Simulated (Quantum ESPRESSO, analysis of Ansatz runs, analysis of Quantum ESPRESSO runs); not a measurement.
# Reproducing a measured local vibrational mode: N-H pair in ZnO (Quantum ESPRESSO), part 2 of 2

Subject: N-H pair in ZnO. Wanted: its local vibrational mode, in one set-up (PBE, GBRV 1.5 PBE, 72-site cell, PBE lattice, k: the zone centre alone). The model is a cell of 72 host atoms with N put on another atom's site and H put in between. The frequencies come from force constants among the defect atom and its neighbours, with the masses of the isotopes named. A local or semilocal functional is the cheapest first rung.

Quantum ESPRESSO 7.5; PBE, GBRV 1.5 PBE, 72-site cell, PBE lattice, k: the zone centre alone.

So far: The starting structure; Relaxation, charge 0.

**2. Relaxation, charge 0 (continued)**

Level of this step: Quantum ESPRESSO plane-wave DFT, PBE, GBRV 1.5 PBE potentials; relaxation of all atoms of a defect supercell (Quantum ESPRESSO).

Relaxation path (22 of 26):

```csv
step,energy less that of the first step (eV)
0,0.0000
1,-0.1879
2,-0.3271
4,-0.4354
5,-0.4613
6,-0.4877
7,-0.5013
8,-0.5099
10,-0.5245
11,-0.5276
12,-0.5303
13,-0.5322
14,-0.5334
15,-0.5341
17,-0.5354
18,-0.5359
19,-0.5363
20,-0.5367
21,-0.5370
23,-0.5373
24,-0.5373
25,-0.5374
```

The atoms that moved most (Å):

| atom | dx | dy | dz | length |
| --- | --- | --- | --- | --- |
| H73 | 0.154 | 0.095 | -0.068 | 0.193 |
| N36 | 0.159 | 0.072 | -0.059 | 0.184 |
| Zn46 | -0.086 | 0.077 | 0.097 | 0.151 |
| Zn38 | 0.002 | -0.127 | 0.078 | 0.149 |
| Zn33 | -0.105 | -0.041 | -0.074 | 0.135 |
| Zn14 | 0.088 | 0.067 | -0.041 | 0.118 |
| O11 | -0.078 | -0.024 | -0.043 | 0.092 |
| O47 | -0.014 | 0.051 | 0.058 | 0.079 |

The atoms nearest to the centre after the run:

| atom | distance (Å) |
| --- | --- |
| N36 | 0.328 |
| H73 | 0.710 |
| Zn46 | 2.000 |
| Zn38 | 2.003 |
| Zn33 | 2.008 |
| Zn14 | 2.389 |
| O60 | 2.868 |
| O68 | 2.870 |

Neighbours of the added atoms: H73: N36 1.04, Zn38 2.09, Zn46 2.09 Å.

**3. Atom Zn33 moved by 0.015 A along x**

Force constants come from the forces after small displacements; symmetry gives the rest. One such run is shown.

This step: Quantum ESPRESSO plane-wave DFT, PBE, GBRV 1.5 PBE potentials; single point of a defect supercell.

pw.in reads:

```
&CONTROL
  calculation = 'scf'
  prefix = 'pwscf'
  outdir = './tmp'
  pseudo_dir = './pseudo'
  tprnfor = .true.
  disk_io = 'low'
/
&SYSTEM
  ibrav = 0
  nat = 73
  ntyp = 4
  ecutwfc = 45
  ecutrho = 360
  nbnd = 472
  occupations = 'smearing'
  smearing = 'fd'
  degauss = 0.00073499
  nosym = .true.
/
&ELECTRONS
  conv_thr = 1d-10
  electron_maxstep = 100
  mixing_beta = 0.5
/
ATOMIC_SPECIES
Zn    65.3800 zn_pbe_v1.uspp.F.UPF
O     15.9990 o_pbe_v1.2.uspp.F.UPF
N     14.0070 n_pbe_v1.2.uspp.F.UPF
H      1.0080 h_pbe_v1.4.uspp.F.UPF
CELL_PARAMETERS angstrom
   9.8424224608    0.0000000000    0.0000000000
  -4.9212112304    8.5237879669    0.0000000000
   0.0000000000    0.0000000000   10.5930620368
ATOMIC_POSITIONS crystal
Zn     0.1087532798    0.2200601886    0.2499137631
Zn     0.2207343241    0.1104013985    0.0005529738
[... 11 atom lines left out ...]
Zn     0.2365885151    0.4515385289    0.4956010249
[... 18 atom lines left out ...]
Zn     0.4344199000    0.5500487259    0.2426140349
[... 1 atom line left out ...]
O      0.5528260710    0.4428047864    0.1869782092
N      0.4658418802    0.5663334406    0.4338003769
[... 1 atom line left out ...]
Zn     0.5490303558    0.4307297207    0.5089624413
[... 4 atom lines left out ...]
O      0.5529207987    0.7771053436    0.1869334588
[... 2 atom lines left out ...]
Zn     0.5492208906    0.7849027478    0.5086401721
O      0.5564530870    0.7816609983    0.6957752668
[... 12 atom lines left out ...]
O      0.7753447085    0.5518417273    0.4414014313
[... 7 atom lines left out ...]
O      0.7755487176    0.8904743153    0.4413371785
[... 1 atom line left out ...]
Zn     0.8842648360    0.7755502010    0.5007312046
[... 2 atom lines left out ...]
H      0.5814673924    0.6233158482    0.4030944788
K_POINTS gamma
```

The run is started by

```bash
$ OMP_NUM_THREADS=1 pw.x -in pw.in > pw.out
```

Log:

```text
[banner, memory and clock lines left out]
          URL

     gamma-point specific algorithms are used

     G-vector sticks info

     bravais-lattice index     =            0
     lattice parameter (alat)  =      18.5995  a.u.
     unit-cell volume          =    5997.2583 (a.u.)^3
     number of atoms/cell      =           73
     number of atomic types    =            4
     number of electrons       =       936.00
     number of Kohn-Sham states=          472
     kinetic-energy cutoff     =      45.0000  Ry
     charge density cutoff     =     360.0000  Ry
     scf convergence threshold =      1.0E-10
     mixing beta               =       0.5000
     number of iterations used =            8  plain     mixing
     Exchange-correlation=  SLA  PW   PBX  PBC
                           (   1   4   3   4   0   0   0)

     celldm(1)=  18.599483  celldm(2)=   0.000000  celldm(3)=   0.000000
     celldm(4)=   0.000000  celldm(5)=   0.000000  celldm(6)=   0.000000

     crystal axes: (cart. coord. in units of alat)
               a(1) = (   1.000000   0.000000   0.000000 )
               a(2) = (  -0.500000   0.866025   0.000000 )
               a(3) = (   0.000000   0.000000   1.076266 )

     reciprocal axes: (cart. coord. in units 2 pi/alat)
               b(1) = (  1.000000  0.577350 -0.000000 )
               b(2) = (  0.000000  1.154701  0.000000 )
               b(3) = (  0.000000 -0.000000  0.929139 )

     PseudoPot. # 1 for Zn read from file:
     zn_pbe_v1.uspp.F.UPF
     Pseudo is Ultrasoft, Zval = 20.0
     Generated by new atomic code, or converted to UPF format
     Using radial grid of  943 points,  6 beta functions with:
                l(1) =   0
                l(2) =   0
                l(3) =   1
                l(4) =   1
                l(5) =   2
                l(6) =   2
     Q(r) pseudized with  8 coefficients,  rinner =    1.100   1.100   1.100
                                                       1.100   1.100

     PseudoPot. # 2 for O  read from file:
     o_pbe_v1.2.uspp.F.UPF
     Pseudo is Ultrasoft + core correction, Zval =  6.0
     Generated by new atomic code, or converted to UPF format
     Using radial grid of  737 points,  5 beta functions with:
                l(1) =   0
                l(2) =   0
                l(3) =   1
                l(4) =   1
                l(5) =   2
     Q(r) pseudized with  8 coefficients,  rinner =    0.900   0.900   0.900
                                                       0.900   0.900

     PseudoPot. # 3 for N  read from file:
     n_pbe_v1.2.uspp.F.UPF
     Pseudo is Ultrasoft + core correction, Zval =  5.0
     Generated by new atomic code, or converted to UPF format
     Using radial grid of  729 points,  4 beta functions with:
                l(1) =   0
                l(2) =   0
                l(3) =   1
                l(4) =   1
     Q(r) pseudized with  8 coefficients,  rinner =    0.900   0.900   0.900

     PseudoPot. # 4 for H  read from file:
     h_pbe_v1.4.uspp.F.UPF
     Pseudo is Ultrasoft, Zval =  1.0
     Generated by new atomic code, or converted to UPF format
     Using radial grid of  615 points,  2 beta functions with:
                l(1) =   0
                l(2) =   0
     Q(r) pseudized with  8 coefficients,  rinner =    0.700

     atomic species   valence    mass     pseudopotential
     Zn               20.00    65.38000     Zn( 1.00)
     O                 6.00    15.99900     O ( 1.00)
     N                 5.00    14.00700     N ( 1.00)
     H                 1.00     1.00800     H ( 1.00)

     No symmetry found

   Cartesian axes

     site n.     atom                  positions (alat units)
         1        Zn     tau(   1) = (  -0.0012768   0.1905777   0.2689736  )
         2        Zn     tau(   2) = (   0.1655336   0.0956104   0.0005951  )
         3        O      tau(   3) = (   0.1654887   0.0950447   0.2041938  )
         4        O      tau(   4) = (   0.0027785   0.1965533   0.4726073  )
         5        Zn     tau(   5) = (   0.0014112   0.1946250   0.8046673  )
         6        Zn     tau(   6) = (   0.1659085   0.0936927   0.5380539  )
         7        O      tau(   7) = (   0.1670782   0.0953298   0.7417149  )
         8        O      tau(   8) = (  -0.0000699   0.1917345   1.0083991  )
         9        Zn     tau(   9) = (  -0.1690423   0.4811416   0.2690416  )
        10        Zn     tau(  10) = (  -0.0016409   0.3840926  -0.0041100  )
        11        O      tau(  11) = (  -0.0065953   0.3812228   0.1987279  )
        12        O      tau(  12) = (  -0.1616230   0.4815253   0.4726623  )
        13        Zn     tau(  13) = (  -0.1641501   0.4814739   0.8046451  )
        14        Zn     tau(  14) = (   0.0108193   0.3910438   0.5333984  )
        15        O      tau(  15) = (   0.0039105   0.3872622   0.7375793  )
        16        O      tau(  16) = (  -0.1674342   0.4816190   1.0083693  )
        17        Zn     tau(  17) = (  -0.3357564   0.7684766   0.2693740  )
        18        Zn     tau(  18) = (  -0.1678142   0.6731340   0.0005990  )
        19        O      tau(  19) = (  -0.1683501   0.6732953   0.2041847  )
        20        O      tau(  20) = (  -0.3368621   0.7677852   0.4729376  )
[...]
ethr =  2.06E-05,  avg # of iterations =  6.0

     total energy              =  -17769.71771061 Ry
     estimated scf accuracy    <       0.08814383 Ry

     iteration #  5     ecut=    45.00 Ry     beta= 0.50
     Davidson diagonalization with overlap
     ethr =  9.42E-06,  avg # of iterations =  7.0

     total energy              =  -17769.72483885 Ry
     estimated scf accuracy    <       0.00870665 Ry

     iteration #  6     ecut=    45.00 Ry     beta= 0.50
     Davidson diagonalization with overlap
     ethr =  9.30E-07,  avg # of iterations =  2.0

     total energy              =  -17769.72606246 Ry
     estimated scf accuracy    <       0.00058597 Ry

     iteration #  7     ecut=    45.00 Ry     beta= 0.50
     Davidson diagonalization with overlap
     ethr =  6.26E-08,  avg # of iterations =  3.0

     total energy              =  -17769.72620224 Ry
     estimated scf accuracy    <       0.00006378 Ry

     iteration #  8     ecut=    45.00 Ry     beta= 0.50
     Davidson diagonalization with overlap
     ethr =  6.81E-09,  avg # of iterations =  3.0

     total energy              =  -17769.72621893 Ry
     estimated scf accuracy    <       0.00003221 Ry

     iteration #  9     ecut=    45.00 Ry     beta= 0.50
     Davidson diagonalization with overlap
     ethr =  3.44E-09,  avg # of iterations =  2.0

     total energy              =  -17769.72622194 Ry
     estimated scf accuracy    <       0.00000345 Ry

     iteration # 10     ecut=    45.00 Ry     beta= 0.50
     Davidson diagonalization with overlap
     ethr =  3.68E-10,  avg # of iterations =  3.0

     total energy              =  -17769.72622295 Ry
     estimated scf accuracy    <       0.00000033 Ry

     iteration # 11     ecut=    45.00 Ry     beta= 0.50
     Davidson diagonalization with overlap
     ethr =  3.57E-11,  avg # of iterations =  3.0

     total energy              =  -17769.72622299 Ry
     estimated scf accuracy    <       0.00000008 Ry

     iteration # 12     ecut=    45.00 Ry     beta= 0.50
     Davidson diagonalization with overlap
     ethr =  8.97E-12,  avg # of iterations =  2.0

     total energy              =  -17769.72622301 Ry
     estimated scf accuracy    <          3.9E-09 Ry

     iteration # 13     ecut=    45.00 Ry     beta= 0.50
     Davidson diagonalization with overlap
     ethr =  4.13E-13,  avg # of iterations =  4.0

     total energy              =  -17769.72622301 Ry
     estimated scf accuracy    <          2.0E-09 Ry

     iteration # 14     ecut=    45.00 Ry     beta= 0.50
     Davidson diagonalization with overlap
     ethr =  2.17E-13,  avg # of iterations =  3.0

     total energy              =  -17769.72622301 Ry
     estimated scf accuracy    <          3.5E-10 Ry

     iteration # 15     ecut=    45.00 Ry     beta= 0.50
     Davidson diagonalization with overlap
     ethr =  1.00E-13,  avg # of iterations =  2.0

     End of self-consistent calculation

          k = 0.0000 0.0000 0.0000 ( 15280 PWs)   bands (ev):

  -115.3779-115.2005-115.1895-115.1592-115.1433-115.1391-115.1391-115.1387
  -115.1385-115.1371-115.1355-115.1353-115.1333-115.1316-115.1293-115.1268
  -115.1266-115.1261-115.1256-115.1251-115.1244-115.1238-115.1199-115.1194
  -115.1177-115.1154-115.1146-115.1134-115.1134-115.1117-115.1093-115.1049
  -115.1018-115.1018-115.0882-115.0799 -69.5792 -69.5705 -69.5662 -69.4123
   -69.4012 -69.4007 -69.3889 -69.3665 -69.3645 -69.3563 -69.3477 -69.3438
   -69.3430 -69.3412 -69.3410 -69.3396 -69.3392 -69.3388 -69.3374 -69.3359
   -69.3356 -69.3350 -69.3341 -69.3340 -69.3337 -69.3334 -69.3331 -69.3329
   -69.3325 -69.3319 -69.3315 -69.3307 -69.3306 -69.3303 -69.3302 -69.3295
   -69.3292 -69.3292 -69.3290 -69.3289 -69.3283 -69.3280 -69.3273 -69.3267
   -69.3265 -69.3262 -69.3256 -69.3250 -69.3240 -69.3238 -69.3234 -69.3231
   -69.3222 -69.3212 -69.3203 -69.3201 -69.3194 -69.3192 -69.3191 -69.3185
   -69.3182 -69.3182 -69.3180 -69.3176 -69.3175 -69.3174 -69.3170 -69.3162
   -69.3159 -69.3157 -69.3154 -69.3153 -69.3151 -69.3139 -69.3138 -69.3130
   -69.3126 -69.3121 -69.3114 -69.3106 -69.3098 -69.3097 -69.3092 -69.3086
[...]
7.1035   7.1060   7.1086   7.1269   7.1370   7.1413   7.1469   7.1483
     7.1518   7.1541   7.1556   7.1607   7.1652   7.2826   7.3385   7.4673
     7.5063   7.5126   7.5163   7.5279   7.5298   7.5720   7.6513   7.7219
     7.7317   7.7327   7.7428   7.7896   7.8334   7.9260   7.9309   7.9429
     8.0915   8.2653   8.3193   8.3974   9.0712  11.6804  11.6964  12.4261

     the Fermi energy is     8.7760 ev

!    total energy              =  -17769.72622301 Ry
     estimated scf accuracy    <          4.8E-11 Ry
     smearing contrib. (-TS)   =      -0.00000000 Ry
     internal energy E=F+TS    =  -17769.72622301 Ry

     The total energy is F=E-TS. E is the sum of the following terms:
     one-electron contribution =  -14687.16444843 Ry
     hartree contribution      =    7720.19355366 Ry
     xc contribution           =   -1784.34424986 Ry
     ewald contribution        =   -9018.41107837 Ry

     convergence has been achieved in  15 iterations

     Forces acting on atoms (cartesian axes, Ry/au):

     atom    1 type  1   force =    -0.00008871    0.00067851   -0.00012257
     atom    2 type  1   force =    -0.00009858   -0.00009608    0.00026546
     atom    3 type  2   force =     0.00015424    0.00001461   -0.00000215
     atom    4 type  2   force =     0.00009830   -0.00000479    0.00018841
     atom    5 type  1   force =     0.00000963    0.00014797    0.00000197
     atom    6 type  1   force =    -0.00009344    0.00005973    0.00004598
     atom    7 type  2   force =     0.00020246    0.00006631   -0.00007675
     atom    8 type  2   force =    -0.00010714    0.00011856   -0.00005944
     atom    9 type  1   force =     0.00086494   -0.00030124   -0.00010333
     atom   10 type  1   force =     0.00021495    0.00020016    0.00064314
[...]
atom   69 type  1   force =     0.00001105   -0.00001079    0.00005067
     atom   70 type  1   force =     0.00010925    0.00008554   -0.00004908
     atom   71 type  2   force =     0.00010447   -0.00000022   -0.00022842
     atom   72 type  2   force =    -0.00019718    0.00009682    0.00009215
     atom   73 type  4   force =     0.00020655    0.00040021    0.00042833

     Total force =     0.007855     Total SCF correction =     0.000024
```

Run time: 9.5 min. Hardware: 1 thread of Arm Neoverse V1, shared host; peak memory 2.1 GiB.

**4. Local vibrational modes**

Analysis of the runs above: force constants by central differences of Quantum ESPRESSO plane-wave DFT, PBE, GBRV 1.5 PBE potentials forces among the atoms nearest to a defect, the others at rest.

The modes with the largest weight on the probed atoms (the light atom of a pair), for the masses of each isotope. Modes of the displaced atoms (local only where they lie over the host's phonons):

```csv
isotopes,mode (cm⁻¹),share of the defect atoms
H,3318,0.933
H,805.8,0.955
H,737,0.918
D,2425,0.872
D,586.1,0.859
D,549,0.742
```

**5. Summary of results**

```json
{"distance from the defect atom to its nearest neighbour": "1.038 Å", "N-H stretch, 1H": "3318 cm⁻¹", "N-D stretch, 2H": "2425 cm⁻¹"}
```

N-H stretch, 1H: computed 3318 cm⁻¹, measured 3150.6 cm⁻¹; 168 cm⁻¹ (5 %) above the measurement. N-D stretch, 2H: computed 2425 cm⁻¹, measured 2339.7 cm⁻¹; 86 cm⁻¹ (4 %) above the measurement. The computed value is harmonic, while the measured line is the anharmonic fundamental, which for X–H stretches usually lies a few per cent lower. Only the named neighbours move, so modes near the host's band are approximate. Limits: the zone centre alone is a coarse sampling for this cell.

[Logs are printed without paths, hosts, clocks, repeated set-up lines and the standing remarks that a program may print on its own settings, such as how far it seeks lower states.]

[Hosts, paths, dates, database ids (printed as entryN), source tags and the programs' standing remarks are cut or masked in the printed files.]

[For some hosts the program warned that the k-mesh of the response run may be too coarse for force constants and the static dielectric constant; such warnings are not shown here.]
